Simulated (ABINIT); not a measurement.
# Ba2TaBiO6 (R-3): G0W0 with ABINIT, start to end, part 2 of 3

Wanted: ground state, empty states, screening and self-energy for Ba2TaBiO6 (R-3).

ABINIT 10.8.3; LDA and many-body steps on it, plane waves. Known limits of the many-body steps: not at the basis limit; no spin-orbit coupling; coarse k mesh.

So far. Step 2 (Ground state): The gap is indirect, with the least direct gap 0.03 eV higher.

## Step 3: Bands along the symmetry lines

Level of this step: DFT, LDA, plane waves, norm-conserving pseudopotentials (ABINIT).

Levels along a band path, at the cheap level, show where the edges lie and whether the meshes to come will hold them.

Input file run.abi:

```
acell 3*1.0 Angstrom
rprim 
  3.075626834241 1.775713980676 4.956223105800
  -3.075626834241 1.775713980676 4.956223105800
  0.000000000000 -3.551427961352 4.956223105800
ntypat 4
znucl 56 73 83 8
natom 10
typat 1 1 2 3 4 4 4 4 4 4
xred 
  0.748816000000 0.748816000000 0.748816000000
  0.251184000000 0.251184000000 0.251184000000
  0.500000000000 0.500000000000 0.500000000000
  0.000000000000 0.000000000000 0.000000000000
  0.725510000000 0.218856000000 0.322035000000
  0.218856000000 0.322035000000 0.725510000000
  0.322035000000 0.725510000000 0.218856000000
  0.274490000000 0.781144000000 0.677965000000
  0.677965000000 0.274490000000 0.781144000000
  0.781144000000 0.677965000000 0.274490000000
pp_dirpath "pseudos"
pseudos "Ba.upf, Ta.upf, Bi.upf, O.upf"
ecut 62
iscf -2
irdden 1
kptopt 0
nkpt 31
kpt 
  0.00000000 0.00000000 0.00000000
  0.12500000 0.12500000 0.12500000
  0.25000000 0.25000000 0.25000000
  0.37500000 0.37500000 0.37500000
  0.50000000 0.50000000 0.50000000
  0.56193928 0.43806072 0.50000000
  0.62387856 0.37612144 0.50000000
  0.68581784 0.31418216 0.50000000
  0.74775712 0.25224288 0.50000000
  0.50000000 -0.25224288 0.25224288
  0.50000000 -0.18918216 0.18918216
  0.50000000 -0.12612144 0.12612144
  0.50000000 -0.06306072 0.06306072
  0.50000000 0.00000000 0.00000000
  0.37500000 0.00000000 0.00000000
  0.25000000 0.00000000 0.00000000
  0.12500000 0.00000000 0.00000000
  0.00000000 0.00000000 0.00000000
  0.09403036 -0.09403036 0.00000000
  0.18806072 -0.18806072 0.00000000
  0.28209108 -0.28209108 0.00000000
  0.37612144 -0.37612144 -0.00000000
  0.62387856 0.00000000 0.37612144
  0.59290892 0.00000000 0.40709108
  0.56193928 0.00000000 0.43806072
  0.53096964 0.00000000 0.46903036
  0.50000000 0.00000000 0.50000000
  0.37500000 0.00000000 0.37500000
  0.25000000 0.00000000 0.25000000
  0.12500000 0.00000000 0.12500000
  0.00000000 0.00000000 0.00000000
istwfk *1
nband 60
nbdbuf 2
tolwfr 1e-08
nstep 40
prtwf 0
prtvol 0
indata_prefix "in"
outdata_prefix "out"
tmpdata_prefix "tmp"
```

Launch:

```console
OMP_NUM_THREADS=1 mpirun -n 8 abinit run.abi > log
```

Numbers of over 12 decimals in the logs are rounded to 6 here.

The program printed:

```text
.Version 10.8.3 of ABINIT. v10.8.2 released Aug 2026.

 Symmetries : space group R-3 (#148); Bravais hR (rhombohedral)
[... echo of the input left out ...]
== DATASET  1 ==================================================================
-   mpi_nproc: 8, omp_nthreads: 1 (-1 if OMP is not activated)

--- !DatasetInfo
iteration_state: {dtset: 1, }
dimensions: {natom: 10, nkpt: 31, mband: 60, nsppol: 1, nspinor: 1, nspden: 1, mpw: 25614, }
cutoff_energies: {ecut:  62.0, pawecutdg:  -1.0, }
electrons: {nelect:   1.06000000E+02, charge:   0.00000000E+00, occopt:   1.00000000E+00, tsmear:   1.00000000E-02, }

 Real(R)+Recip(G) space primitive vectors, cartesian coordinates (Bohr,Bohr^-1):
 R(1)=  5.8120924  3.3556131  9.3659043  G(1)=  0.0860275  0.0496680  0.0355901
 R(2)= -5.8120924  3.3556131  9.3659043  G(2)= -0.0860275  0.0496680  0.0355901
 R(3)=  0.0000000 -6.7112262  9.3659043  G(3)=  0.0000000 -0.0993360  0.0355901
 Unit cell volume ucvol=  1.0959869E+03 bohr^3
 Angles (23,13,12)=  6.05865505E+01  6.05865505E+01  6.05865505E+01 degrees

 getcut: wavevector=  0.0000  0.0000  0.0000  ngfft=  90  90  90
         ecut(hartree)=     62.000   => boxcut(ratio)=   2.20368

 getcut : COMMENT -
  Note that boxcut > 2.2 ; recall that boxcut=Gcut(box)/Gcut(sphere) = 2
  is sufficient for exact treatment of convolution.
  Such a large boxcut is a waste : you could raise ecut
  e.g. ecut=   75.271300 Hartrees makes boxcut=2

--- Pseudopotential description ------------------------------------------------
- Ba Generated using ONCVPSP code by D. R. Hamann
- 56.00000  10.00000  180309                  znucl, zion, pspdat
12 -1012 2 -1 1912                            pspcod,pspxc,lmax,lloc,mmax
     nproj     2     2     2     0
  pspatm : epsatm=   25.95172157
         --- l  ekb(1:nproj) -->
             0    6.668455    0.685657
             1    5.046948    0.410312
             2    2.551809    0.419281
 pspatm: atomic psp has been read  and splines computed

- Ta Generated using ONCVPSP code by D. R. Hamann
- 73.00000  27.00000  180309                  znucl, zion, pspdat
12 -1012 3 -1 1432                            pspcod,pspxc,lmax,lloc,mmax
     nproj     2     2     2     2
  pspatm : epsatm=   47.13858445
         --- l  ekb(1:nproj) -->
[...]
pspatm: atomic psp has been read  and splines computed

- Bi Generated using ONCVPSP code by D. R. Hamann
- 83.00000  23.00000  180309                  znucl, zion, pspdat
12 -1012 2 -1 1454                            pspcod,pspxc,lmax,lloc,mmax
     nproj     2     2     2     0
  pspatm : epsatm=   28.50282335
         --- l  ekb(1:nproj) -->
[...]
pspatm: atomic psp has been read  and splines computed

- O Generated using ONCVPSP code by D. R. Hamann
-  8.00000   6.00000  201201                  znucl, zion, pspdat
12 -1012 2 -1 926                             pspcod,pspxc,lmax,lloc,mmax
[...]
Non-SCF case, kpt   31 (  0.00000  0.00000  0.00000), residuals and eigenvalues=
[...]
1.8294E-01  1.8568E-01  1.9523E-01  1.9523E-01  2.0975E-01  3.5481E-01
  3.6153E-01  3.6341E-01  3.6341E-01  3.7370E-01  3.7370E-01  3.8560E-01

--- !ResultsGS
iteration_state: {dtset: 1, }
comment   : Summary of ground state results
lattice_vectors:
- [  5.8120924,   3.3556131,   9.3659043, ]
- [ -5.8120924,   3.3556131,   9.3659043, ]
- [  0.0000000,  -6.7112262,   9.3659043, ]
lattice_lengths: [  11.52218,   11.52218,   11.52218, ]
lattice_angles: [ 60.587,  60.587,  60.587, ] # degrees, (23, 13, 12)
lattice_volume:   1.0959869E+03
convergence: {deltae:  0.000E+00, res2:  0.000E+00, residm:  9.986E-09, diffor:  0.000E+00, }
etotal    :  -7.12426835E+02
entropy   :   0.00000000E+00
fermie    :   2.38607770E-01
cartesian_stress_tensor: null
pressure_GPa: null
xred      :
- [  7.4882E-01,   7.4882E-01,   7.4882E-01, Ba]
- [  2.5118E-01,   2.5118E-01,   2.5118E-01, Ba]
- [  5.0000E-01,   5.0000E-01,   5.0000E-01, Ta]
- [  0.0000E+00,   0.0000E+00,   0.0000E+00, Bi]
- [  7.2551E-01,   2.1886E-01,   3.2203E-01,  O]
- [  2.1886E-01,   3.2204E-01,   7.2551E-01,  O]
- [  3.2203E-01,   7.2551E-01,   2.1886E-01,  O]
- [  2.7449E-01,   7.8114E-01,   6.7797E-01,  O]
- [  6.7797E-01,   2.7449E-01,   7.8114E-01,  O]
- [  7.8114E-01,   6.7797E-01,   2.7449E-01,  O]
cartesian_forces: null
force_length_stats: {min: null, max: null, mean: null, }

 Integrated electronic density in atomic spheres:
 ------------------------------------------------
 Atom  Sphere_radius  Integrated_density
[...]
================================================================================

 ----iterations are completed or convergence reached----

 Mean square residual over all n,k,spin=   57.892E-10; max=  99.861E-10
 reduced coordinates (array xred) for   10 atoms
[...]
0.677965000000      0.274490000000      0.781144000000
       0.781144000000      0.677965000000      0.274490000000

 cartesian coordinates (angstrom) at end:
[...]
length scales=  1.889726125908  1.889726125908  1.889726125908 bohr
              =  1.000000000000  1.000000000000  1.000000000000 angstroms
 prteigrs : about to open file out_EIG
 Eigenvalues (hartree) for nkpt=  31  k points:
 kpt#   1, nband= 60, wtk=  1.00000, kpt=  0.0000  0.0000  0.0000 (reduced coord)
[...]
kpt#   2, nband= 60, wtk=  1.00000, kpt=  0.1250  0.1250  0.1250 (reduced coord)
[...]
kpt#   3, nband= 60, wtk=  1.00000, kpt=  0.2500  0.2500  0.2500 (reduced coord)
[...]
kpt#  30, nband= 60, wtk=  1.00000, kpt=  0.1250  0.0000  0.1250 (reduced coord)
[...]
0.36667    0.37698    0.38212    0.39308
 kpt#  31, nband= 60, wtk=  1.00000, kpt=  0.0000  0.0000  0.0000 (reduced coord)
[...]
0.10762    0.10782    0.10782    0.15646    0.16513    0.17101    0.17101    0.18294
   0.18294    0.18568    0.19523    0.19523    0.20975    0.35481    0.36153    0.36341
   0.36341    0.37370    0.37370    0.38560

== END DATASET(S) ==============================================================
================================================================================

 -outvars: echo values of variables after computation  --------
            nband          60
             nkpt          31
          spgroup         148
 [... the other variables as echoed above ...]

 Calculation completed.
```

It took 12 min on 8 MPI ranks of Intel Xeon Platinum 8259CL at 2.50GHz (Skylake/Cascade Lake), shared host; peak memory 2.1 GiB; 1.5 h of CPU time.

This step gave:

```yaml
gap: 2.549 eV
k_of_the_valence_top: 0.5, 0.5, 0.5
k_of_the_conduction_bottom: 0.5, 0, 0
least_direct_gap: 2.577 eV
```

The gap is 2.549 eV, as in the run before at this level.

Electronic bands along the path, in eV, zero at the top of the highest filled band:

| point | band 50 | band 51 | band 52 | band 53 | band 54 | band 55 | band 56 | band 57 |
| --- | --- | --- | --- | --- | --- | --- | --- | --- |
| Γ | -1.44 | -1.18 | -1.18 | -0.79 | 3.16 | 3.34 | 3.40 | 3.40 |
| halfway | -1.46 | -1.30 | -1.30 | -0.42 | 2.84 | 3.32 | 3.32 | 3.84 |
| T | -1.56 | -1.56 | -1.53 | 0.00 | 2.68 | 3.14 | 3.14 | 4.10 |
| halfway | -1.57 | -1.42 | -1.38 | -0.48 | 2.98 | 3.34 | 3.52 | 4.08 |
| H2 | -1.68 | -1.31 | -1.30 | -0.75 | 3.32 | 3.39 | 3.90 | 4.07 |
| jump to H0 | -1.68 | -1.31 | -1.30 | -0.75 | 3.32 | 3.39 | 3.90 | 4.07 |
| halfway | -1.53 | -1.35 | -1.30 | -0.48 | 3.05 | 3.14 | 3.65 | 4.01 |
| L | -1.41 | -1.40 | -1.26 | -0.03 | 2.55 | 2.92 | 3.44 | 3.83 |
| halfway | -1.42 | -1.28 | -1.19 | -0.51 | 2.88 | 3.12 | 3.44 | 3.63 |
| Γ | -1.44 | -1.18 | -1.18 | -0.79 | 3.16 | 3.34 | 3.40 | 3.40 |
| halfway | -1.38 | -1.28 | -1.20 | -0.41 | 2.93 | 3.17 | 3.35 | 3.71 |
| S0 | -1.54 | -1.51 | -1.36 | -0.85 | 3.15 | 3.67 | 3.81 | 4.23 |
| jump to S2 | -1.54 | -1.51 | -1.36 | -0.85 | 3.15 | 3.67 | 3.81 | 4.23 |
| halfway | -1.67 | -1.60 | -1.59 | -0.92 | 3.21 | 3.90 | 4.01 | 4.38 |
| F | -1.73 | -1.67 | -1.63 | -0.91 | 3.22 | 4.05 | 4.09 | 4.35 |
| halfway | -1.39 | -1.34 | -1.19 | -0.65 | 3.11 | 3.29 | 3.50 | 3.64 |
| Γ | -1.44 | -1.18 | -1.18 | -0.79 | 3.16 | 3.34 | 3.40 | 3.40 |

## Step 4: Empty states on the mesh, 2×2×2 mesh, 191 bands

The sums over transitions need many empty states on a uniform mesh; this step solves for them.

Input file run.abi:

```
acell 3*1.0 Angstrom
rprim 
  3.075626834241 1.775713980676 4.956223105800
  -3.075626834241 1.775713980676 4.956223105800
  0.000000000000 -3.551427961352 4.956223105800
ntypat 4
znucl 56 73 83 8
natom 10
typat 1 1 2 3 4 4 4 4 4 4
xred 
  0.748816000000 0.748816000000 0.748816000000
  0.251184000000 0.251184000000 0.251184000000
  0.500000000000 0.500000000000 0.500000000000
  0.000000000000 0.000000000000 0.000000000000
  0.725510000000 0.218856000000 0.322035000000
  0.218856000000 0.322035000000 0.725510000000
  0.322035000000 0.725510000000 0.218856000000
  0.274490000000 0.781144000000 0.677965000000
  0.677965000000 0.274490000000 0.781144000000
  0.781144000000 0.677965000000 0.274490000000
pp_dirpath "pseudos"
pseudos "Ba.upf, Ta.upf, Bi.upf, O.upf"
ecut 62
ngkpt 2 2 2
nshiftk 1
shiftk 0 0 0
kptopt 1
chksymbreak 0
iscf -2
irdden 1
istwfk *1
nband 191
nbdbuf 16
tolwfr 1e-09
nstep 60
prtvol 0
indata_prefix "in"
outdata_prefix "out"
tmpdata_prefix "tmp"
```

The program printed:

```text
.Version 10.8.3 of ABINIT. v10.8.2 released Aug 2026.

 Symmetries : space group R-3 (#148); Bravais hR (rhombohedral)
[... echo of the input left out ...]
== DATASET  1 ==================================================================
-   mpi_nproc: 8, omp_nthreads: 1 (-1 if OMP is not activated)
-    --> not optimal distribution: autoparal keyword recommended in input file <--

--- !DatasetInfo
iteration_state: {dtset: 1, }
dimensions: {natom: 10, nkpt: 4, mband: 191, nsppol: 1, nspinor: 1, nspden: 1, mpw: 25587, }
cutoff_energies: {ecut:  62.0, pawecutdg:  -1.0, }
electrons: {nelect:   1.06000000E+02, charge:   0.00000000E+00, occopt:   1.00000000E+00, tsmear:   1.00000000E-02, }

 Real(R)+Recip(G) space primitive vectors, cartesian coordinates (Bohr,Bohr^-1):
 R(1)=  5.8120924  3.3556131  9.3659043  G(1)=  0.0860275  0.0496680  0.0355901
 R(2)= -5.8120924  3.3556131  9.3659043  G(2)= -0.0860275  0.0496680  0.0355901
 R(3)=  0.0000000 -6.7112262  9.3659043  G(3)=  0.0000000 -0.0993360  0.0355901
 Unit cell volume ucvol=  1.0959869E+03 bohr^3
 Angles (23,13,12)=  6.05865505E+01  6.05865505E+01  6.05865505E+01 degrees

 getcut: wavevector=  0.0000  0.0000  0.0000  ngfft=  90  90  90
         ecut(hartree)=     62.000   => boxcut(ratio)=   2.20368

 getcut : COMMENT -
  Note that boxcut > 2.2 ; recall that boxcut=Gcut(box)/Gcut(sphere) = 2
  is sufficient for exact treatment of convolution.
  Such a large boxcut is a waste : you could raise ecut
  e.g. ecut=   75.271300 Hartrees makes boxcut=2

--- Pseudopotential description ------------------------------------------------
- Ba Generated using ONCVPSP code by D. R. Hamann
- 56.00000  10.00000  180309                  znucl, zion, pspdat
12 -1012 2 -1 1912                            pspcod,pspxc,lmax,lloc,mmax
     nproj     2     2     2     0
  pspatm : epsatm=   25.95172157
         --- l  ekb(1:nproj) -->
             0    6.668455    0.685657
             1    5.046948    0.410312
             2    2.551809    0.419281
 pspatm: atomic psp has been read  and splines computed

- Ta Generated using ONCVPSP code by D. R. Hamann
- 73.00000  27.00000  180309                  znucl, zion, pspdat
12 -1012 3 -1 1432                            pspcod,pspxc,lmax,lloc,mmax
     nproj     2     2     2     2
  pspatm : epsatm=   47.13858445
         --- l  ekb(1:nproj) -->
[...]
pspatm: atomic psp has been read  and splines computed

- Bi Generated using ONCVPSP code by D. R. Hamann
- 83.00000  23.00000  180309                  znucl, zion, pspdat
12 -1012 2 -1 1454                            pspcod,pspxc,lmax,lloc,mmax
     nproj     2     2     2     0
  pspatm : epsatm=   28.50282335
         --- l  ekb(1:nproj) -->
[...]
pspatm: atomic psp has been read  and splines computed

- O Generated using ONCVPSP code by D. R. Hamann
[...]
-1.0308E+00 -1.0308E+00 -7.2773E-01 -7.2434E-01 -5.7752E-01 -5.7752E-01
 -5.7490E-01 -5.7431E-01 -5.7431E-01 -4.8801E-01 -4.8633E-01 -4.8633E-01
[...]
1.6726E+00  1.7057E+00  1.7121E+00  1.7121E+00  1.7379E+00  1.7379E+00
  1.7533E+00  1.7752E+00  1.7752E+00  1.7865E+00  1.7865E+00  1.8044E+00
  1.8122E+00  1.8262E+00  1.8265E+00  1.8445E+00  1.8604E+00
 prteigrs : prtvol=0 or 1, do not print more k-points.

--- !ResultsGS
iteration_state: {dtset: 1, }
comment   : Summary of ground state results
lattice_vectors:
- [  5.8120924,   3.3556131,   9.3659043, ]
- [ -5.8120924,   3.3556131,   9.3659043, ]
- [  0.0000000,  -6.7112262,   9.3659043, ]
lattice_lengths: [  11.52218,   11.52218,   11.52218, ]
lattice_angles: [ 60.587,  60.587,  60.587, ] # degrees, (23, 13, 12)
lattice_volume:   1.0959869E+03
convergence: {deltae:  0.000E+00, res2:  0.000E+00, residm:  9.991E-10, diffor:  0.000E+00, }
etotal    :  -7.12426835E+02
entropy   :   0.00000000E+00
fermie    :   2.38607770E-01
cartesian_stress_tensor: null
pressure_GPa: null
xred      :
- [  7.4882E-01,   7.4882E-01,   7.4882E-01, Ba]
- [  2.5118E-01,   2.5118E-01,   2.5118E-01, Ba]
- [  5.0000E-01,   5.0000E-01,   5.0000E-01, Ta]
- [  0.0000E+00,   0.0000E+00,   0.0000E+00, Bi]
- [  7.2551E-01,   2.1886E-01,   3.2203E-01,  O]
- [  2.1886E-01,   3.2204E-01,   7.2551E-01,  O]
- [  3.2203E-01,   7.2551E-01,   2.1886E-01,  O]
- [  2.7449E-01,   7.8114E-01,   6.7797E-01,  O]
- [  6.7797E-01,   2.7449E-01,   7.8114E-01,  O]
- [  7.8114E-01,   6.7797E-01,   2.7449E-01,  O]
cartesian_forces: null
force_length_stats: {min: null, max: null, mean: null, }

 Integrated electronic density in atomic spheres:
 ------------------------------------------------
 Atom  Sphere_radius  Integrated_density
[...]
================================================================================

 ----iterations are completed or convergence reached----

 Mean square residual over all n,k,spin=   52.310E-11; max=  99.907E-11
 reduced coordinates (array xred) for   10 atoms
[...]
0.677965000000      0.274490000000      0.781144000000
       0.781144000000      0.677965000000      0.274490000000

 cartesian coordinates (angstrom) at end:
    1     -0.000000     0.000000    11.133897
    2     -0.000000    -0.000000     3.734772
    3      0.000000     0.000000     7.434335
[...]
9      1.240939    -1.082889     8.592103
   10      0.317340     1.616129     8.592103
 length scales=  1.889726125908  1.889726125908  1.889726125908 bohr
              =  1.000000000000  1.000000000000  1.000000000000 angstroms
 prteigrs : about to open file out_EIG
 Eigenvalues (hartree) for nkpt=   4  k points:
 kpt#   1, nband=191, wtk=  0.12500, kpt=  0.0000  0.0000  0.0000 (reduced coord)
[...]
1.64042    1.65958    1.65958    1.66348    1.66565    1.67261    1.67261    1.70566
   1.71206    1.71206    1.73793    1.73793    1.75330    1.77520    1.77520    1.78650
   1.78651    1.80439    1.81221    1.82623    1.82653    1.84447    1.86037
 prteigrs : prtvol=0 or 1, do not print more k-points.

== END DATASET(S) ==============================================================
================================================================================

 -outvars: echo values of variables after computation  --------
            nband         191
             nkpt           4
          spgroup         148
 [... the other variables as echoed above ...]

 Calculation completed.
```

It took 8.2 min on 8 MPI ranks; peak memory 1.5 GiB.

This step gave:

* gap: 2.549 eV
* k of the valence top: 0.5, 0.5, 0.5
* k of the conduction bottom: 0.5, 0, 0
* least direct gap: 2.577 eV
* k points computed: 4
* lowest point of the top converged band, above the valence top: 39.02 eV

On this mesh the gap is 2.549 eV.

[end of part 2 of 3]

[Paths, hosts, dates, memory and timing lines, banners, echoed tables and standing remarks are left out of the program output.]

[Logs are printed without paths, hosts, clocks, repeated set-up lines and the standing remarks that a program may print on its own settings, such as how far it seeks lower states.]

[Runs of the session that timed out or met a known fault of the program may be left out.]

[Hosts, paths, dates, database ids (printed as entryN), source tags and the programs' standing remarks are cut or masked in the printed files.]

[G0W0 gaps are taken among the corrected bands and points alone; a level outside them can change the order at an edge.]

[Where Ansatz stands beside ABINIT at settings called matched, ABINIT's density can come from a denser mesh and the files from another edition; pairs whose starting gaps differed by over 0.03 eV were left out, so agreement reads better than it is.]
